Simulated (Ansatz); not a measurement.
# One crystal, many levels of theory: LaVO4 (P2_1/c), part 2 of 2

Wanted: a ladder of band gaps for LaVO4 (P2_1/c), from density functionals to G0W0.

Ansatz 0.2.0; density functionals, hybrids and G0W0, plane waves, PAW. Known limits of the many-body steps: finite bands, screening cutoff and k mesh; no spin-orbit coupling in G0W0; no spin polarisation; screening cutoff under 40 eV in some runs.

So far. Step 8 (G0W0@HSE06, 2×2×2 mesh, 462 empty bands, screening to …): Over all 8 irreducible mesh points the G0W0 gap is 6.196 eV, from k = (-0.500, 0.000, 0.000) to k = (-0.500, -0.500, 0.000). The HSE06 gap of this run on the mesh is 5.144 eV. The two states that bound the G0W0 gap lie that far apart at the start, so the correction of the gap is 6.196 − 5.144 = +1.052 eV. G0W0@HSE06 against G0W0@r2SCAN with 558 bands (a further run, in the table below): 6.196 − 5.882 = +0.314 eV.

In doubt: masses and optical values from hybrid runs of this build are listed as unsure (step 8), which bears on the screening that GW takes from such a start.

## Step 10: The ladder

Each gap is the least one over the points named; times are wall times on shared hosts, not benchmarks. A G0W0 time includes the run's own self-consistent start. Runs with listed points see these and the mesh alone, so an edge that moves elsewhere is missed. Rows marked * are further runs, not shown as steps, whose inputs differ from the G0W0 step on the same start in the columns given; solver thresholds can differ too. Rows marked ? have an edge level that the program doubts.

```tsv
level	mesh	files, cutoff	bands summed, screening	points	gap (eV)	valence top	conduction bottom	least direct gap (eV)	time
LDA	4×4×4	soft_2 PAW, 420 eV	-	mesh and listed points	3.482	(-0.500, 0.000, 0.000)	(-0.500, 0.350, 0.000)	3.572	3.2 s
r2SCAN	4×4×4	soft_2 PAW, 500 eV	-	mesh and path	3.913	(-0.500, 0.000, 0.000)	(-0.500, 0.350, 0.000)	3.997	8.2 s
r2SCAN+SOC	4×4×4	soft_2 PAW, 500 eV	-	mesh and listed points	3.913	(-0.500, 0.000, 0.000)	(-0.500, 0.350, 0.000)	3.996	8.8 s
HSE06	4×2×2	soft_2 PAW, 420 eV	-	mesh and listed points	5.123	(-0.500, 0.000, 0.000)	(-0.500, 0.350, 0.000)	5.224	27 s
PBE0	4×2×2	soft_2 PAW, 420 eV	-	mesh and listed points	5.896	(-0.500, 0.000, 0.000)	(-0.500, 0.350, 0.000)	5.999	28 s
G0W0@r2SCAN*?	2×2×2	soft_2 PAW, 500 eV	259, 36 eV	all 8 irreducible mesh points	6.362	(-0.500, 0.000, 0.000)	(-0.500, -0.500, 0.000)	6.476	6.2 s
G0W0@r2SCAN*	2×2×2	soft_2 PAW, 500 eV	558, 72 eV	all 8 irreducible mesh points	5.882	(-0.500, 0.000, 0.000)	(-0.500, -0.500, 0.000)	5.987	11 s
G0W0@r2SCAN	2×2×2	soft_2 PAW, 500 eV	1091, 120 eV	all 8 irreducible mesh points	5.775	(-0.500, 0.000, 0.000)	(-0.500, -0.500, 0.000)	5.873	22 s
G0W0@HSE06	2×2×2	soft_2 PAW, 420 eV	558, 72 eV	all 8 irreducible mesh points	6.196	(-0.500, 0.000, 0.000)	(-0.500, -0.500, 0.000)	6.324	47 s
G0W0@LDA	2×2×2	soft_2 PAW, 420 eV	558, 72 eV	all 8 irreducible mesh points	5.867	(-0.500, 0.000, 0.000)	(-0.500, -0.500, 0.000)	5.970	7.9 s
```

Computed less measured, in eV, for the reports listed at the start; nothing is added to the computed values:

```tsv
row	computed (eV)	3.5 ± 0.2 eV (quoted 2021)	3.4 eV (2021)
LDA, gap	3.482	−0.018	+0.082
r2SCAN, gap	3.913	+0.413	+0.513
r2SCAN+SOC, gap	3.913	+0.413	+0.513
HSE06, gap	5.123	+1.623	+1.723
PBE0, gap	5.896	+2.396	+2.496
G0W0@r2SCAN (1091 bands, 2×2×2), gap	5.775	+2.275	+2.375
G0W0@HSE06, gap	6.196	+2.696	+2.796
G0W0@LDA, gap	5.867	+2.367	+2.467
G0W0@r2SCAN (1091 bands, 2×2×2), least direct gap	5.873	+2.373	+2.473
G0W0@HSE06, least direct gap	6.324	+2.824	+2.924
G0W0@LDA, least direct gap	5.970	+2.470	+2.570
```

## Step 11: Outcome

| Property | Result |
| --- | --- |
| LDA, over mesh and listed points | 3.482 eV |
| r2SCAN, over mesh and path | 3.913 eV |
| r2SCAN+SOC, over mesh and listed points | 3.913 eV |
| HSE06, over mesh and listed points | 5.123 eV |
| PBE0, over mesh and listed points | 5.896 eV |
| G0W0@r2SCAN (1091 bands, 2×2×2), over all 8 irreducible mesh points | 5.775 eV |
| G0W0@HSE06, over all 8 irreducible mesh points | 6.196 eV |
| G0W0@LDA, over all 8 irreducible mesh points | 5.867 eV |
| known limits | finite bands, screening cutoff and k mesh; no spin-orbit coupling in G0W0; no spin polarisation; screening cutoff under 40 eV in some runs |

What this shows: The rows run from 3.482 eV (LDA) to 6.362 eV (G0W0@r2SCAN (259 bands, 2×2×2)). They differ in mesh, plane-wave cutoff, bands and screening cutoff of G0W0 and the points over which the gap was sought as well as in level, so only pairs that share these are like for like. r2SCAN+SOC against r2SCAN: 3.913 − 3.913 = +0.000 eV, with the same mesh, set of files (read in its fully relativistic form for the spin-orbit run) and cutoff, and both edges at the same k points. The spin-orbit run sees mesh and listed points alone, so its gap is an upper bound: the coupling can move an edge off these points, and the change over the zone, its sign included where it is small, is not known. PBE0 against HSE06: 5.896 − 5.123 = +0.773 eV, with the same mesh, files and cutoff, and both edges at the same k points. G0W0@LDA against G0W0@HSE06 with 558 bands: 5.867 − 6.196 = −0.329 eV, with the same mesh, files and cutoffs, and both edges at the same k points. G0W0@r2SCAN (1091 bands, 2×2×2) moves the gap of its own start on the mesh by 5.775 − 3.930 = +1.845 eV, between the same two levels. Over mesh and path, r2SCAN puts the conduction bottom at k = (-0.500, 0.350, 0.000), where no G0W0 correction was computed. The G0W0 gap over the whole zone is therefore not known from this run; at its settings it can only be equal to or under the 5.775 eV found, and no correction is carried over from another point. For the start itself the gap is 3.913 eV over mesh and path and 3.930 eV on the mesh of the G0W0 run, in runs that differ in mesh (4×4×4 and 2×2×2). G0W0@HSE06 moves the gap of its own start on the mesh by 6.196 − 5.144 = +1.052 eV, between the same two levels. Over mesh and listed points, HSE06 puts the conduction bottom at k = (-0.500, 0.350, 0.000), where no G0W0 correction was computed. The G0W0 gap over the whole zone is therefore not known from this run; at its settings it can only be equal to or under the 6.196 eV found, and no correction is carried over from another point. For the start itself the gap is 5.123 eV over mesh and listed points and 5.144 eV on the mesh of the G0W0 run, in runs that differ in mesh (4×2×2 and 2×2×2). G0W0@LDA moves the gap of its own start on the mesh by 5.867 − 3.497 = +2.370 eV, between the same two levels. Over mesh and listed points, LDA puts the conduction bottom at k = (-0.500, 0.350, 0.000), where no G0W0 correction was computed. The G0W0 gap over the whole zone is therefore not known from this run; at its settings it can only be equal to or under the 5.867 eV found, and no correction is carried over from another point. For the start itself the gap is 3.482 eV over mesh and listed points and 3.497 eV on the mesh of the G0W0 run, in runs that differ in mesh (4×4×4 and 2×2×2). What spin-orbit coupling does to the G0W0 levels was not computed, so no sum with the G0W0 gap is formed. Against experiment, G0W0@r2SCAN (1091 bands, 2×2×2) at 5.775 eV lies +2.275 eV from 3.5 ± 0.2 eV (quoted 2021) and +2.375 eV from 3.4 eV (2021). The measured 3.4 eV lies under even the LDA gap of 3.482 eV; these runs do not show why. The reports themselves run from 3.4 eV to 3.5 ± 0.2 eV. The differences hold parts that these runs do not separate: finite bands, cutoffs and mesh, points of the zone that were not corrected, the start of G0W0, spin-orbit coupling missing from it, static nuclei, no electron-hole attraction, and what each experiment reads as the gap. How much each gives is not known from the steps shown. For G0W0@r2SCAN: from 259 bands and 36 eV to 1091 bands and 120 eV the gap moves by 5.775 − 6.362 = −0.587 eV (rung by rung 6.362, 5.882, 5.775 eV); bands and screening cutoff rise together, so their parts are not told apart. An edge row is in doubt in the run with 259 bands, so no limit is drawn and it is not known. The other G0W0 rows are shown at one basis each (558 bands), so their distance from the limit is not known here. For G0W0@LDA: the program marks 20 of the 64 corrected levels as in doubt (energies apart), neither edge state among them. The G0W0 runs are scalar-relativistic. The runs have no spin polarisation, and the cell holds V; whether a magnetic state lies lower is not shown here. Where d states form a band edge, one-shot GW is known to depend on its start; the orbital character of the edges was not analysed here. The cell holds La; where the f levels lie against the gap was not analysed here. No pair of G0W0 runs that differ in the mesh alone is shown (2×2×2 is a supercell whose nearest images lie 13 Å apart), so the error from the mesh is not known here. G0W0@r2SCAN runs of this series with other atomic data on the same mesh, not shown as steps, give 5.867 eV (hard PAW, 1050 eV, 558 bands, screening to 72 eV; the table's row with the same empty bands and screening cutoff has 5.882 eV); where bands and cutoffs differ too, the part of the files is not isolated. A screening cutoff under 40 eV is crude: G0W0@r2SCAN with 259 bands at 36 eV.

[Paths, hosts, dates, memory and timing lines, banners, echoed tables and standing remarks are left out of the program output.]

[Logs are printed without paths, hosts, clocks, repeated set-up lines and the standing remarks that a program may print on its own settings, such as how far it seeks lower states.]

[Runs of the session that timed out or met a known fault of the program may be left out.]

[Cells called generated may have been cut or substituted from an entry of the Crystallography Open Database or the Materials Project.]

[Hosts, paths, dates, database ids (printed as entryN), source tags and the programs' standing remarks are cut or masked in the printed files.]

[Where an RPA ε∞ is given, it is that of the G0W0 mesh and is not shown converged in it. Names of k-points follow the symmetry that the program found, which can be lower than the space group named. Band edges on a path are those of the sampled points; other points can move an edge, and change direct to indirect where valleys lie close.]

[Hybrid gaps are those of their k-mesh and are not shown converged in it.]
